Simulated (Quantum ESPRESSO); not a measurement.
# Dielectric function and optical constants of CuI (Marshite), part 2 of 3

Aim: the dielectric function of CuI (Marshite), and the optical constants that follow from it. The cell comes from an older database entry, whose edges can differ from later determinations, mostly by under a per cent.

Quantum ESPRESSO 7.5; DFT, PBE, plane waves with norm-conserving potentials (PseudoDojo), scalar-relativistic, independent-particle optical response without local fields and without the non-local commutator.

So far. Step 2 (Ground state): There is a gap, 1.09 eV on this mesh (points off the mesh can give less), so no carriers' term is needed.

The database entry behind the starting cell differs from later determinations by our own check (about 0.15 % long (mineral sample)), so it need not match the best structure at ambient conditions.

In doubt: a PseudoDojo file used here is known to give poor structures and forces, which bears on pressures, cells, forces and phonons.

## Step 3: Ground state with the final occupations

Level of this step: DFT, PBE, plane waves with norm-conserving potentials (PseudoDojo), scalar-relativistic, ground state (Quantum ESPRESSO).

With the gap or the metal settled, the ground state is repeated with the fitting occupations, and the later steps take its density.

Input file scf.in:

```
&control
  calculation = 'scf'
  prefix = 'x'
  outdir = './tmp'
  pseudo_dir = './'
  verbosity = 'high'
/
&system
  ibrav = 0
  nat = 2
  ntyp = 2
  ecutwfc = 90
  occupations = 'fixed'
/
&electrons
  conv_thr = 1e-09
  electron_maxstep = 100
/
ATOMIC_SPECIES
  I 1.0 I.upf
  Cu 1.0 Cu.upf
CELL_PARAMETERS angstrom
  0.000000000000 3.031500000000 3.031500000000
  3.031500000000 0.000000000000 3.031500000000
  3.031500000000 3.031500000000 0.000000000000
ATOMIC_POSITIONS crystal
  I 0.000000000000 0.000000000000 0.000000000000
  Cu 0.750000000000 0.750000000000 0.750000000000
K_POINTS automatic
  6 6 6 0 0 0
```

Started as:

```sh
$ mpirun -n 4 pw.x -nk 4 -in scf.in
```

Log:

```text
[banner, memory and clock lines left out]

     using ibrav=0 with symmetry is DISCOURAGED, use correct ibrav instead

     G-vector sticks info

     bravais-lattice index     =            0
     lattice parameter (alat)  =       8.1016  a.u.
     unit-cell volume          =     376.0099 (a.u.)^3
     number of atoms/cell      =            2
     number of atomic types    =            2
     number of electrons       =        26.00
     number of Kohn-Sham states=           13
     kinetic-energy cutoff     =      90.0000  Ry
     charge density cutoff     =     360.0000  Ry
     scf convergence threshold =      1.0E-09
     mixing beta               =       0.7000
     number of iterations used =            8  plain     mixing
     Exchange-correlation= PBE
                           (   1   4   3   4   0   0   0)

     celldm(1)=   8.101612  celldm(2)=   0.000000  celldm(3)=   0.000000
     celldm(4)=   0.000000  celldm(5)=   0.000000  celldm(6)=   0.000000

     crystal axes: (cart. coord. in units of alat)
               a(1) = (   0.000000   0.707107   0.707107 )
               a(2) = (   0.707107   0.000000   0.707107 )
               a(3) = (   0.707107   0.707107   0.000000 )

     reciprocal axes: (cart. coord. in units 2 pi/alat)
               b(1) = ( -0.707107  0.707107  0.707107 )
               b(2) = (  0.707107 -0.707107  0.707107 )
               b(3) = (  0.707107  0.707107 -0.707107 )

     ./I.upf
     Pseudo is Norm-conserving + core correction, Zval =  7.0
     Generated using ONCVPSP code by D. R. Hamann
     Using radial grid of 1196 points,  6 beta functions with:
                l(1) =   0
                l(2) =   0
                l(3) =   1
                l(4) =   1
                l(5) =   2
                l(6) =   2

     ./Cu.upf
     Pseudo is Norm-conserving + core correction, Zval = 19.0
     Generated using ONCVPSP code by D. R. Hamann
     Using radial grid of 1492 points,  6 beta functions with:
                l(1) =   0
                l(2) =   0
                l(3) =   1
                l(4) =   1
                l(5) =   2
                l(6) =   2

     atomic species   valence    mass     pseudopotential
     I                 7.00     1.00000     I ( 1.00)
     Cu               19.00     1.00000     Cu( 1.00)

     24 Sym. Ops. (no inversion) found

                                    s                        frac. trans.

     [... symmetry matrices left out ...]
   Cartesian axes

     site n.     atom                  positions (alat units)
         1        I      tau(   1) = (   0.0000000   0.0000000   0.0000000  )
         2        Cu     tau(   2) = (   1.0606602   1.0606602   1.0606602  )

   Crystallographic axes

     site n.     atom                  positions (cryst. coord.)
         1        I      tau(   1) = (  0.0000000  0.0000000  0.0000000  )
         2        Cu     tau(   2) = (  0.7500000  0.7500000  0.7500000  )

     number of k points=    16
                       cart. coord. in units 2pi/alat
        k(    1) = (   0.0000000   0.0000000   0.0000000), wk =   0.0092593
        k(    2) = (   0.1178511   0.1178511  -0.1178511), wk =   0.0740741
        k(    3) = (   0.2357023   0.2357023  -0.2357023), wk =   0.0740741
        k(    4) = (  -0.3535534  -0.3535534   0.3535534), wk =   0.0370370
        k(    5) = (   0.2357023   0.0000000  -0.0000000), wk =   0.0555556
        k(    6) = (   0.3535534   0.1178511  -0.1178511), wk =   0.2222222
        k(    7) = (  -0.2357023  -0.4714045   0.4714045), wk =   0.2222222
        k(    8) = (  -0.1178511  -0.3535534   0.3535534), wk =   0.2222222
        k(    9) = (   0.0000000  -0.2357023   0.2357023), wk =   0.1111111
        k(   10) = (   0.4714045   0.0000000  -0.0000000), wk =   0.0555556
        k(   11) = (  -0.1178511  -0.5892557   0.5892557), wk =   0.2222222
        k(   12) = (  -0.0000000  -0.4714045   0.4714045), wk =   0.1111111
        k(   13) = (  -0.7071068   0.0000000   0.0000000), wk =   0.0277778
        k(   14) = (  -0.2357023  -0.4714045   0.7071068), wk =   0.2222222
        k(   15) = (  -0.1178511  -0.3535534   0.5892557), wk =   0.2222222
        k(   16) = (  -0.7071068   0.2357023   0.0000000), wk =   0.1111111

                       cryst. coord.
[...]
k(    9) = (   0.0000000   0.1666667  -0.1666667), wk =   0.1111111
        k(   10) = (  -0.0000000   0.3333333   0.3333333), wk =   0.0555556
        k(   11) = (   0.0000000   0.3333333  -0.5000000), wk =   0.2222222
        k(   12) = (   0.0000000   0.3333333  -0.3333333), wk =   0.1111111
        k(   13) = (   0.0000000  -0.5000000  -0.5000000), wk =   0.0277778
        k(   14) = (   0.1666667   0.3333333  -0.5000000), wk =   0.2222222
        k(   15) = (   0.1666667   0.3333333  -0.3333333), wk =   0.2222222
        k(   16) = (   0.1666667  -0.5000000  -0.3333333), wk =   0.1111111

     Dense  grid:    43599 G-vectors     FFT dimensions: (  50,  50,  50)

     Initial potential from superposition of free atoms

     starting charge      25.9996, renormalised to      26.0000
     Starting wfcs are   14 randomized atomic wfcs

     Self-consistent Calculation

     iteration #  1     ecut=    90.00 Ry     beta= 0.70
     Davidson diagonalization with overlap

            65 MiB given to the printing process from OS
            33 MiB allocation reported by mallinfo(arena+hblkhd)
------------------
     ethr =  1.00E-02,  avg # of iterations =  2.0

     Threshold (ethr) on eigenvalues was too large:
     Diagonalizing with lowered threshold

     Davidson diagonalization with overlap

            70 MiB given to the printing process from OS
            38 MiB allocation reported by mallinfo(arena+hblkhd)
------------------
     ethr =  1.20E-04,  avg # of iterations =  4.1

     total energy              =    -405.07408808 Ry
     estimated scf accuracy    <       0.07049513 Ry

     iteration #  2     ecut=    90.00 Ry     beta= 0.70
     Davidson diagonalization with overlap

            83 MiB given to the printing process from OS
            46 MiB allocation reported by mallinfo(arena+hblkhd)
------------------
     ethr =  2.71E-04,  avg # of iterations =  3.0

     total energy              =    -405.08877797 Ry
     estimated scf accuracy    <       0.16993055 Ry

     iteration #  3     ecut=    90.00 Ry     beta= 0.70
     Davidson diagonalization with overlap

            86 MiB given to the printing process from OS
            47 MiB allocation reported by mallinfo(arena+hblkhd)
------------------
     ethr =  2.71E-04,  avg # of iterations =  2.2

     total energy              =    -405.11289341 Ry
     estimated scf accuracy    <       0.00274397 Ry

     iteration #  4     ecut=    90.00 Ry     beta= 0.70
     Davidson diagonalization with overlap

            87 MiB given to the printing process from OS
            48 MiB allocation reported by mallinfo(arena+hblkhd)
------------------
     ethr =  1.06E-05,  avg # of iterations =  4.6

     total energy              =    -405.11420043 Ry
     estimated scf accuracy    <       0.00237464 Ry

     iteration #  5     ecut=    90.00 Ry     beta= 0.70
     Davidson diagonalization with overlap

            88 MiB given to the printing process from OS
            50 MiB allocation reported by mallinfo(arena+hblkhd)
------------------
     ethr =  9.13E-06,  avg # of iterations =  2.1

     total energy              =    -405.11460527 Ry
     estimated scf accuracy    <       0.00001064 Ry

     iteration #  6     ecut=    90.00 Ry     beta= 0.70
     Davidson diagonalization with overlap

            90 MiB given to the printing process from OS
            51 MiB allocation reported by mallinfo(arena+hblkhd)
------------------
     ethr =  4.09E-08,  avg # of iterations =  5.9

     total energy              =    -405.11462035 Ry
     estimated scf accuracy    <       0.00011482 Ry

     iteration #  7     ecut=    90.00 Ry     beta= 0.70
     Davidson diagonalization with overlap

            91 MiB given to the printing process from OS
            52 MiB allocation reported by mallinfo(arena+hblkhd)
------------------
     ethr =  4.09E-08,  avg # of iterations =  3.1

     total energy              =    -405.11462175 Ry
     estimated scf accuracy    <       0.00001752 Ry

     iteration #  8     ecut=    90.00 Ry     beta= 0.70
     Davidson diagonalization with overlap

            92 MiB given to the printing process from OS
            54 MiB allocation reported by mallinfo(arena+hblkhd)
------------------
     ethr =  4.09E-08,  avg # of iterations =  2.1

     total energy              =    -405.11462488 Ry
     estimated scf accuracy    <       0.00000009 Ry

     iteration #  9     ecut=    90.00 Ry     beta= 0.70
     Davidson diagonalization with overlap

            94 MiB given to the printing process from OS
            55 MiB allocation reported by mallinfo(arena+hblkhd)
------------------
     ethr =  3.42E-10,  avg # of iterations =  5.0

     total energy              =    -405.11462494 Ry
     estimated scf accuracy    <          1.9E-09 Ry

     iteration # 10     ecut=    90.00 Ry     beta= 0.70
     Davidson diagonalization with overlap

            95 MiB given to the printing process from OS
            56 MiB allocation reported by mallinfo(arena+hblkhd)
------------------
     ethr =  7.21E-12,  avg # of iterations =  3.8

     End of self-consistent calculation

          k = 0.0000 0.0000 0.0000 (  5521 PWs)   bands (ev):

  -104.6399 -62.0703 -62.0703 -62.0703  -7.2103   3.1884   3.1884   3.1884
     5.0151   5.0151   6.8518   6.8518   6.8518

     occupation numbers
     1.0000   1.0000   1.0000   1.0000   1.0000   1.0000   1.0000   1.0000
     1.0000   1.0000   1.0000   1.0000   1.0000

          k = 0.1179 0.1179-0.1179 (  5402 PWs)   bands (ev):

  -104.6399 -62.0703 -62.0702 -62.0702  -7.0855   2.6749   3.1967   3.1967
     5.0068   5.0068   5.9940   6.6596   6.6596

     occupation numbers
     1.0000   1.0000   1.0000   1.0000   1.0000   1.0000   1.0000   1.0000
     1.0000   1.0000   1.0000   1.0000   1.0000

          k = 0.2357 0.2357-0.2357 (  5429 PWs)   bands (ev):

  -104.6399 -62.0703 -62.0703 -62.0703  -6.8116   1.6940   3.2064   3.2064
     5.0196   5.0196   5.3161   6.3144   6.3144

     occupation numbers
     1.0000   1.0000   1.0000   1.0000   1.0000   1.0000   1.0000   1.0000
     1.0000   1.0000   1.0000   1.0000   1.0000

          k =-0.3536-0.3536 0.3536 (  5444 PWs)   bands (ev):

  -104.6399 -62.0704 -62.0703 -62.0703  -6.6597   1.2247   3.2073   3.2073
     5.0475   5.0475   5.0952   6.1456   6.1456

     occupation numbers
     1.0000   1.0000   1.0000   1.0000   1.0000   1.0000   1.0000   1.0000
     1.0000   1.0000   1.0000   1.0000   1.0000

     [... further k points left out ...]

     highest occupied level (ev):     6.8518

!    total energy              =    -405.11462494 Ry
     estimated scf accuracy    <          2.1E-10 Ry

     The total energy is the sum of the following terms:
     one-electron contribution =    -351.57665953 Ry
     hartree contribution      =     183.84626681 Ry
     xc contribution           =     -54.69822282 Ry
     ewald contribution        =    -182.68600940 Ry

     convergence has been achieved in  10 iterations

     XML data file, charge density, pseudopotentials, collected wavefunctions

                                        0.00s GPU  (     202 calls)
```

It took 6.7 s on 4 MPI ranks of Arm Neoverse V2, shared host; peak memory 0.09 GiB; 26 s of CPU time.

## Step 4: Bands on the whole mesh, 10×10×10

At the fixed density, many empty bands are solved on the mesh of the response, since the spectrum sums over them.

This step: DFT, PBE, plane waves with norm-conserving potentials (PseudoDojo), scalar-relativistic, bands at fixed density (Quantum ESPRESSO 7.5).

nscf.in, as its differences from scf.in of step 3:

```diff
@@ -1,3 +1,3 @@
 &control
-  calculation = 'scf'
+  calculation = 'nscf'
   prefix = 'x'
@@ -5,3 +5,2 @@
   pseudo_dir = './'
-  verbosity = 'high'
 /
@@ -13,2 +12,5 @@
   occupations = 'fixed'
+  nbnd = 36
+  nosym = .true.
+  noinv = .true.
 /
@@ -17,2 +19,3 @@
   electron_maxstep = 100
+  diago_full_acc = .true.
 /
@@ -29,2 +32,2 @@
 K_POINTS automatic
-  6 6 6 0 0 0
+  10 10 10 0 0 0
```

Started as:

```sh
$ mpirun -n 4 pw.x -nk 4 -in nscf.in
```

Log:

```text
[banner, memory and clock lines left out]

     Atomic positions and unit cell read from directory:

     G-vector sticks info

     bravais-lattice index     =            0
     lattice parameter (alat)  =       8.1016  a.u.
     unit-cell volume          =     376.0099 (a.u.)^3
     number of atoms/cell      =            2
     number of atomic types    =            2
     number of electrons       =        26.00
     number of Kohn-Sham states=           36
     kinetic-energy cutoff     =      90.0000  Ry
     charge density cutoff     =     360.0000  Ry
     Exchange-correlation= PBE
                           (   1   4   3   4   0   0   0)

     celldm(1)=   8.101612  celldm(2)=   0.000000  celldm(3)=   0.000000
     celldm(4)=   0.000000  celldm(5)=   0.000000  celldm(6)=   0.000000

     crystal axes: (cart. coord. in units of alat)
               a(1) = (   0.000000   0.707107   0.707107 )
               a(2) = (   0.707107   0.000000   0.707107 )
               a(3) = (   0.707107   0.707107   0.000000 )

     reciprocal axes: (cart. coord. in units 2 pi/alat)
               b(1) = ( -0.707107  0.707107  0.707107 )
               b(2) = (  0.707107 -0.707107  0.707107 )
               b(3) = (  0.707107  0.707107 -0.707107 )

     ./I.upf
     Pseudo is Norm-conserving + core correction, Zval =  7.0
     Generated using ONCVPSP code by D. R. Hamann
     Using radial grid of 1196 points,  6 beta functions with:
                l(1) =   0
                l(2) =   0
                l(3) =   1
                l(4) =   1
                l(5) =   2
                l(6) =   2

     ./Cu.upf
     Pseudo is Norm-conserving + core correction, Zval = 19.0
     Generated using ONCVPSP code by D. R. Hamann
     Using radial grid of 1492 points,  6 beta functions with:
                l(1) =   0
                l(2) =   0
                l(3) =   1
                l(4) =   1
                l(5) =   2
                l(6) =   2

     atomic species   valence    mass     pseudopotential
     I                 7.00     1.00000     I ( 1.00)
     Cu               19.00     1.00000     Cu( 1.00)

     No symmetry found

   Cartesian axes

     site n.     atom                  positions (alat units)
         1        I      tau(   1) = (   0.0000000   0.0000000   0.0000000  )
         2        Cu     tau(   2) = (   1.0606602   1.0606602   1.0606602  )

     number of k points=  1000

     Number of k-points >= 100: set verbosity='high' to print them.

     Dense  grid:    43599 G-vectors     FFT dimensions: (  50,  50,  50)

     The potential is recalculated from file :

     Starting wfcs are   14 randomized atomic wfcs +   22 random wfcs

     Band Structure Calculation
     Davidson diagonalization with overlap

     ethr =  3.85E-12,  avg # of iterations = 39.6

     End of band structure calculation

     Number of k-points >= 100: set verbosity='high' to print the bands.

     highest occupied, lowest unoccupied level (ev):     6.8517    7.9452

     XML data file, pseudopotentials, collected wavefunctions

                                        0.00s GPU  (   11361 calls)

[... left out ...]
ulation
     Davidson diagonalization with overlap

     ethr =  3.85E-12,  avg # of iterations = 39.6

     End of band structure calculation

     Number of k-points >= 100: set verbosity='high' to print the bands.

     highest occupied, lowest unoccupied level (ev):     6.8517    7.9452

     XML data file, pseudopotentials, collected wavefunctions

                                        0.00s GPU  (   11361 calls)
```

Wall time 9.8 min (4 MPI ranks); peak memory 0.07 GiB.

[end of part 2 of 3]

[Machine, clock, banner and «Message from routine» lines are left out of the logs.]

[Logs are printed without paths, hosts, clocks, repeated set-up lines and the standing remarks that a program may print on its own settings, such as how far it seeks lower states.]

[Hosts, paths, dates, database ids (printed as entryN), source tags and the programs' standing remarks are cut or masked in the printed files.]
